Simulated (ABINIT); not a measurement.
# Quasiparticle gap of GaN (F-43m) in ABINIT

Aim: the G0W0 gap of GaN (F-43m) on LDA, step by step.

Calculated with ABINIT 10.8.3; LDA and many-body steps on it, plane waves.

**What was measured.**

- Gap 3.23 eV: absorption onset (direct gap at Gamma) of unexcited film, from imaginary part of dielectric function; spectroscopic ellipsometry (steady-state reference of time-resolved measurement); 300 K; film on 3C-SiC/Si(001) (“Femtosecond pump-probe absorption edge spectroscopy of cubic GaN”, 2022, arxiv:2206.02223).

This is a report of a sequence of runs, with most program output left out.

### Step 1. The structure

It takes space group F-43m (No. 216, cubic). Conventional cell: a = 4.507 Å, b = 4.507 Å, c = 4.507 Å, α = 90.00°, β = 90.00°, γ = 90.00°. Ga has 4 N at 1.95 Å nearest. N has 4 Ga at 1.95 Å nearest. Farther neighbours and most contacts between anions are not listed.

The cell and positions are those that the Materials Project relaxed with its own functionals (PBE, PBE+U or r2SCAN), kept fixed. This is not the form that GaN usually takes at ambient conditions.

### Step 2. Ground state

This step: ABINIT 10.8.3; DFT, LDA, plane waves, norm-conserving pseudopotentials.

The ground-state density comes first.

Input file run.abi:

```
acell 3*1.0 Angstrom
rprim 
  0.000000000000 2.253500607500 2.253500607500
  2.253500607500 0.000000000000 2.253500607500
  2.253500607500 2.253500607500 0.000000000000
ntypat 2
znucl 31 7
natom 2
typat 1 2
xred 
  0.000000000000 0.000000000000 0.000000000000
  0.750000000000 0.750000000000 0.750000000000
pp_dirpath "pseudos"
pseudos "Ga.upf, N.upf"
ecut 45
ngkpt 8 8 8
nshiftk 1
shiftk 0 0 0
kptopt 1
chksymbreak 0
nband 18
occopt 1
tolvrs 1e-10
nstep 60
prtwf 0
optforces 0
optstress 0
indata_prefix "in"
outdata_prefix "out"
tmpdata_prefix "tmp"
```

Run with:

```console
$ OMP_NUM_THREADS=1 mpirun -n 8 abinit run.abi > log
```

Run time: 7.6 s. Hardware: 8 MPI ranks of Arm Neoverse V2, shared host; peak memory 0.56 GiB.

This step gave:

```yaml
total_energy: -7030.0431 eV
gap: 1.753 eV
k_of_the_valence_top: 0, 0, 0
k_of_the_conduction_bottom: 0, 0, 0
least_direct_gap: 1.753 eV
```

The gap is direct, at Γ.

### Step 3. Bands along the symmetry lines

Levels along a band path, at the cheap level, show where the edges lie and whether the meshes to come will hold them.

Input file run.abi:

```
acell 3*1.0 Angstrom
rprim 
  0.000000000000 2.253500607500 2.253500607500
  2.253500607500 0.000000000000 2.253500607500
  2.253500607500 2.253500607500 0.000000000000
ntypat 2
znucl 31 7
natom 2
typat 1 2
xred 
  0.000000000000 0.000000000000 0.000000000000
  0.750000000000 0.750000000000 0.750000000000
pp_dirpath "pseudos"
pseudos "Ga.upf, N.upf"
ecut 45
iscf -2
irdden 1
kptopt 0
nkpt 50
kpt 
  0.00000000 0.00000000 0.00000000
  -0.06250000 -0.06250000 0.00000000
  -0.12500000 -0.12500000 0.00000000
  -0.18750000 -0.18750000 0.00000000
  -0.25000000 -0.25000000 0.00000000
  -0.31250000 -0.31250000 0.00000000
  -0.37500000 -0.37500000 0.00000000
  -0.43750000 -0.43750000 0.00000000
  -0.50000000 -0.50000000 0.00000000
  -0.48437500 -0.48437500 0.03125000
  -0.46875000 -0.46875000 0.06250000
  -0.45312500 -0.45312500 0.09375000
  -0.43750000 -0.43750000 0.12500000
  -0.42187500 -0.42187500 0.15625000
  -0.40625000 -0.40625000 0.18750000
  -0.39062500 -0.39062500 0.21875000
  -0.37500000 -0.37500000 0.25000000
  -0.37500000 0.00000000 0.37500000
  -0.32812500 0.00000000 0.32812500
  -0.28125000 0.00000000 0.28125000
  -0.23437500 0.00000000 0.23437500
  -0.18750000 0.00000000 0.18750000
  -0.14062500 0.00000000 0.14062500
  -0.09375000 0.00000000 0.09375000
  -0.04687500 0.00000000 0.04687500
  0.00000000 0.00000000 0.00000000
  0.00000000 0.00000000 0.06250000
  0.00000000 0.00000000 0.12500000
  0.00000000 0.00000000 0.18750000
  0.00000000 0.00000000 0.25000000
  0.00000000 0.00000000 0.31250000
  0.00000000 0.00000000 0.37500000
  0.00000000 0.00000000 0.43750000
  0.00000000 0.00000000 0.50000000
  -0.06250000 -0.03125000 0.46875000
  -0.12500000 -0.06250000 0.43750000
  -0.18750000 -0.09375000 0.40625000
  -0.25000000 -0.12500000 0.37500000
  -0.31250000 -0.15625000 0.34375000
  -0.37500000 -0.18750000 0.31250000
  -0.43750000 -0.21875000 0.28125000
  -0.50000000 -0.25000000 0.25000000
  -0.50000000 -0.28125000 0.21875000
  -0.50000000 -0.31250000 0.18750000
  -0.50000000 -0.34375000 0.15625000
  -0.50000000 -0.37500000 0.12500000
  -0.50000000 -0.40625000 0.09375000
  -0.50000000 -0.43750000 0.06250000
  -0.50000000 -0.46875000 0.03125000
  -0.50000000 -0.50000000 0.00000000
istwfk *1
nband 23
nbdbuf 5
tolwfr 1e-07
nstep 50
prtwf 0
prtvol 0
indata_prefix "in"
outdata_prefix "out"
tmpdata_prefix "tmp"
```

It took 6.3 s on 8 MPI ranks; peak memory 0.51 GiB; 49 s of CPU time.

This step gave:

```
gap                        : 1.753 eV
k of the valence top       : 0, 0, 0
k of the conduction bottom : 0, 0, 0
least direct gap           : 1.753 eV
```

The gap is 1.753 eV, as in the run before at this level.

The electronic bands at the labelled points (eV, zero at the top of the highest filled band):

| point | band 10 | band 11 | band 12 | band 13 | band 14 | band 15 | band 16 | band 17 |
| --- | --- | --- | --- | --- | --- | --- | --- | --- |
| Γ | -13.32 | 0.00 | 0.00 | 0.00 | 1.75 | 10.16 | 10.16 | 10.16 |
| halfway | -13.06 | -3.42 | -1.50 | -1.50 | 4.53 | 7.23 | 11.49 | 11.83 |
| X | -11.39 | -6.21 | -2.72 | -2.72 | 3.28 | 6.49 | 11.50 | 13.75 |
| halfway | -11.32 | -6.12 | -3.38 | -2.58 | 3.87 | 6.95 | 11.38 | 13.41 |
| U | -11.24 | -5.95 | -4.30 | -2.19 | 4.91 | 7.71 | 10.89 | 12.67 |
| jump to K | -11.24 | -5.95 | -4.30 | -2.19 | 4.91 | 7.71 | 10.89 | 12.67 |
| halfway | -12.90 | -4.20 | -2.15 | -0.54 | 5.16 | 8.35 | 9.47 | 11.00 |
| Γ | -13.32 | 0.00 | 0.00 | 0.00 | 1.75 | 10.16 | 10.16 | 10.16 |
| halfway | -13.22 | -3.86 | -0.53 | -0.53 | 4.02 | 8.63 | 10.62 | 10.62 |
| L | -11.89 | -7.11 | -0.98 | -0.98 | 4.55 | 8.60 | 10.24 | 10.24 |
| halfway | -11.55 | -6.49 | -3.04 | -1.79 | 6.52 | 6.92 | 9.93 | 11.56 |
| W | -11.11 | -5.78 | -3.73 | -3.68 | 6.14 | 8.22 | 10.18 | 10.93 |
| halfway | -11.25 | -6.03 | -3.24 | -3.21 | 4.51 | 7.31 | 11.27 | 12.12 |
| X | -11.39 | -6.21 | -2.72 | -2.72 | 3.28 | 6.49 | 11.50 | 13.75 |

### Step 4. Empty states on the mesh, 6×6×6 mesh, 131 bands

The sums over transitions need many empty states on a uniform mesh; this step solves for them.

Input file run.abi:

```
acell 3*1.0 Angstrom
rprim 
  0.000000000000 2.253500607500 2.253500607500
  2.253500607500 0.000000000000 2.253500607500
  2.253500607500 2.253500607500 0.000000000000
ntypat 2
znucl 31 7
natom 2
typat 1 2
xred 
  0.000000000000 0.000000000000 0.000000000000
  0.750000000000 0.750000000000 0.750000000000
pp_dirpath "pseudos"
pseudos "Ga.upf, N.upf"
ecut 45
ngkpt 6 6 6
nshiftk 1
shiftk 0 0 0
kptopt 1
chksymbreak 0
irdden 1
istwfk *1
nband 131
prtvol 0
optdriver 6
gwr_task "HDIAGO"
paral_kgb 0
occopt 1
indata_prefix "in"
outdata_prefix "out"
tmpdata_prefix "tmp"
```

Run time: 22 s. Hardware: 8 MPI ranks; peak memory 2.6 GiB; 2.9 min of CPU time.

Numbers from this step:

* gap: 1.753 eV
* k of the valence top: 0, 0, 0
* k of the conduction bottom: 0, 0, 0
* least direct gap: 1.753 eV
* k points computed: 16
* lowest point of the top converged band, above the valence top: 151.9548 eV

On this mesh the gap is 1.753 eV.

### Step 5. Screening, 6×6×6 mesh, 123 bands, screening to 244.9 eV

The RPA dielectric matrix is built and inverted for each q.

This step: RPA screening on LDA, plane waves, norm-conserving pseudopotentials.

run.abi, as its differences from that of step 4:

```diff
@@ -20,10 +20,11 @@
 chksymbreak 0
-irdden 1
 istwfk *1
-nband 131
-prtvol 0
-optdriver 6
-gwr_task "HDIAGO"
-paral_kgb 0
 occopt 1
+irdwfk 1
+optdriver 3
+nband 123
+ecuteps 9
+inclvkb 2
+awtr 1
+symchi 1
 indata_prefix "in"
```

Elapsed: 80 s, on 8 MPI ranks; peak memory 1.9 GiB; 11 min of CPU time.

This step gave:

* ε∞ with local fields, on this mesh, along the program's q direction: 6.505
* the same without local fields: 6.980
* plasma frequency: 39.58 eV
* plane waves in the screening matrix: 181

Local fields lower ε∞ by 7 %.

### Step 6. Self-energy, 6×6×6 mesh, 123 bands, screening to 244.9 eV

The self-energy is evaluated for the states that the input lists, and the levels follow from it, in one-shot runs by the linearised quasiparticle equation.

This step: G0W0 on LDA, plane waves, norm-conserving pseudopotentials.

run.abi, as its differences from that of step 5:

```diff
@@ -23,8 +23,19 @@
 irdwfk 1
-optdriver 3
+optdriver 4
 nband 123
+gwcalctyp 0
+ecutsigx 45
+symsigma 1
+nkptgw 3
+kptgw 
+  0.0000000000 0.0000000000 0.0000000000
+  0.5000000000 0.0000000000 0.0000000000
+  0.5000000000 0.5000000000 0.0000000000
+bdgw 
+  11 17
+  12 15
+  12 15
 ecuteps 9
-inclvkb 2
-awtr 1
-symchi 1
+irdscr 1
+ppmodel 1
 indata_prefix "in"
```

Elapsed: 12 s, on 8 MPI ranks; peak memory 1.7 GiB; 91 s of CPU time.

Numbers from this step:

- G0W0 gap on the points computed: 2.928 eV
- starting gap on the mesh: 1.753 eV
- k of the valence top: 0, 0, 0
- k of the conduction bottom: 0, 0, 0
- Z at the valence top: 0.794
- Z at the conduction bottom: 0.821
- least direct G0W0 gap on the computed points: 2.928 eV

The gap on the mesh goes from 1.75 eV to 2.93 eV, a correction of +1.18 eV.

Limits: finite bands, cutoff and mesh; no spin-orbit coupling. v1 is the top filled band, c1 the lowest empty one. Levels before and after the correction, in eV, zero at the valence-band top of each column:

|  | conduction bottom | valence top |
| --- | --- | --- |
| Kohn-Sham | 1.75 | 0.00 |
| G0W0 | 2.93 | 0.00 |

|  | level | energy (eV) |
| --- | --- | --- |
| Kohn-Sham | Γ v3-v1 | 0.000 |
| Kohn-Sham | Γ c1 | 1.753 |
| Kohn-Sham | Γ c2-c4 | 10.156 |
| G0W0 | Γ v3-v1 | 0.000 |
| G0W0 | Γ c1 | 2.928 |
| G0W0 | Γ c2-c4 | 11.957 |

### Step 7. Where the time went

Times are wall times on 8 MPI ranks of Arm Neoverse V2, shared host, good to a factor of about two.

| step | time | share | memory (GiB) |
| --- | --- | --- | --- |
| ground state | 7.6 s | 6 % | 0.56 |
| bands along the symmetry lines | 6.3 s | 5 % | 0.51 |
| empty states on the mesh | 22 s | 17 % | 2.6 |
| screening | 80 s | 63 % | 1.9 |
| self-energy | 12 s | 9 % | 1.7 |

### Step 8. Outcome

```yaml
lda_gap: 1.75 eV, direct
g0w0_gap_on_the_mesh: 2.93 eV
gw_settings: 6×6×6 mesh, 123 bands, screening to 244.9 eV, Godby-Needs plasmon pole
known_limits: not at the basis limit; no spin-orbit coupling
```

**Reading.** G0W0 moves the gap on the mesh from 1.75 eV to 2.93 eV (+1.18 eV), with Z of 0.79 and 0.82 at the edges. Local fields lower the RPA ε∞ on this mesh from 6.98 to 6.50. Only 3 of the mesh's irreducible points were corrected, so a valley elsewhere could overtake. The dearest step here is «screening». Against experiment, by G0W0@LDA: the direct gap of 2.93 eV lies −0.30 eV from the measured 3.23 eV (exciton, 300 K, on 3C-SiC/Si(001), 2022). An exciton line or allowed optical edge lies below the quasiparticle gap by the binding energy; a forbidden edge can push the onset above it. The calculation has static nuclei and no excitons; a measured gap holds zero-point and thermal motion, which mostly lowers it. Against the values above the computed gap that would widen the miss. A likelier cause is too strong a screening: the start's gap is only 1.75 eV, and one shot does not repair that. Bands and cutoff are finite, so the gap is not at the basis limit. The miss can reach some tenths of an eV and take either sign; the mesh is an error of its own. In the G0W0 run levels were corrected at 3 k points alone, so a gap called «on the mesh» is the least over those, and an edge elsewhere would be missed. The many-body steps are scalar-relativistic: spin-orbit coupling is not in them.

[Paths, hosts, dates, memory and timing lines, banners, echoed tables and standing remarks are left out of the program output.]

[Logs are printed without paths, hosts, clocks, repeated set-up lines and the standing remarks that a program may print on its own settings, such as how far it seeks lower states.]

[Runs of the session that timed out or met a known fault of the program may be left out.]

[No measured gap is set beside runs whose start may be inverted or whose files or cutoffs have a known fault.]

[Hosts, paths, dates, database ids (printed as entryN), source tags and the programs' standing remarks are cut or masked in the printed files.]

[G0W0 gaps are taken among the corrected bands and points alone; a level outside them can change the order at an edge.]

[Where Ansatz stands beside ABINIT at settings called matched, ABINIT's density can come from a denser mesh and the files from another edition; pairs whose starting gaps differed by over 0.03 eV were left out, so agreement reads better than it is.]
